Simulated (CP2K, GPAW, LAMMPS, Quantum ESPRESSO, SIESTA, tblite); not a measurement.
## Glassy 29TiO2-71Al2O3 (mol %) (137 atoms): runs against a plane-wave reference

Density of this cell: 3.38 g/cm³. The cell holds 137 atoms: 9 Ti, 44 Al and 84 O. Cell: a = 11.336 Å, b = 11.336 Å, c = 11.336 Å, α = 90.0°, β = 90.0°, γ = 90.0°. 137 atoms (9 Ti, 44 Al, 84 O) placed at random at 3.12 g/cm³, melted at 4000 K for 10 ps at fixed volume with the Morse and Coulomb pair potential with partial charges (Pedone, Malavasi, Menziani, Cormack and Segre, J. Phys. Chem. B 110, 11780 (2006)). Quenched from 4000 K to 300 K at 300 K/ps and fixed volume, held 10 ps at zero pressure.

Geometry: as built.

The reference, a calculation:

| Property | Result |
| --- | --- |
| method | Kohn-Sham DFT, PBE, SSSP efficiency 1.3.0 pseudopotentials, plane waves (Quantum ESPRESSO 7.5); sssp-pbe-1.3.0-efficiency, cutoffs 60/480 Ry, Γ point |
| r.m.s. force component | 1.124 eV/Å |
| longest force | 4.586 eV/Å |
| pressure | 12.07 GPa |
| gap (highest filled to lowest empty level) | 2.011 eV |
| time | 20 min on 4 MPI ranks of Arm Neoverse N1, shared host |
| CPU time | 79 min |

Runs, in no order:
A. CP2K PBE, SZV-MOLOPT-SR, 800/50 Ry, OT CG: Kohn-Sham DFT, PBE, GTH-PBE pseudopotentials, Gaussian and plane waves, SZV-MOLOPT-SR-GTH, orbital transformation
B. SIESTA PBE, SZP, shift 0.01 Ry, mesh 500 Ry: Kohn-Sham DFT, PBE, PseudoDojo 0.4.1 norm-conserving pseudopotentials (converted to PSML), numerical atomic orbitals (SZP), diagonalisation
C. CP2K PBE, DZVP-UZH, 280/50 Ry, OT CG: Kohn-Sham DFT, PBE, GTH-PBE pseudopotentials, Gaussian and plane waves, DZVP-MOLOPT (UZH set), orbital transformation

Q: Order them from the smallest to the largest r.m.s. force difference.

C, B, A.

```
                                           run  Δ force, r.m.s. (meV/Å)  share of r.m.s. force (%)  CPU time
       C. CP2K PBE, DZVP-UZH, 280/50 Ry, OT CG                      146                       13.0    48 min
B. SIESTA PBE, SZP, shift 0.01 Ry, mesh 500 Ry                      260                       23.1    29 min
  A. CP2K PBE, SZV-MOLOPT-SR, 800/50 Ry, OT CG                      401                       35.7    25 min
```

The network of bonds at the start is that of the classical potential that made the cell, and needn't be the one that DFT or experiment would give. The electronic-structure runs sample only Γ, in a cell whose shortest periodic width is 11 Å.

[Logs are printed without paths, hosts, clocks, repeated set-up lines and the standing remarks that a program may print on its own settings, such as how far it seeks lower states.]

[Hosts, paths, dates, database ids (printed as entryN), source tags and the programs' standing remarks are cut or masked in the printed files.]
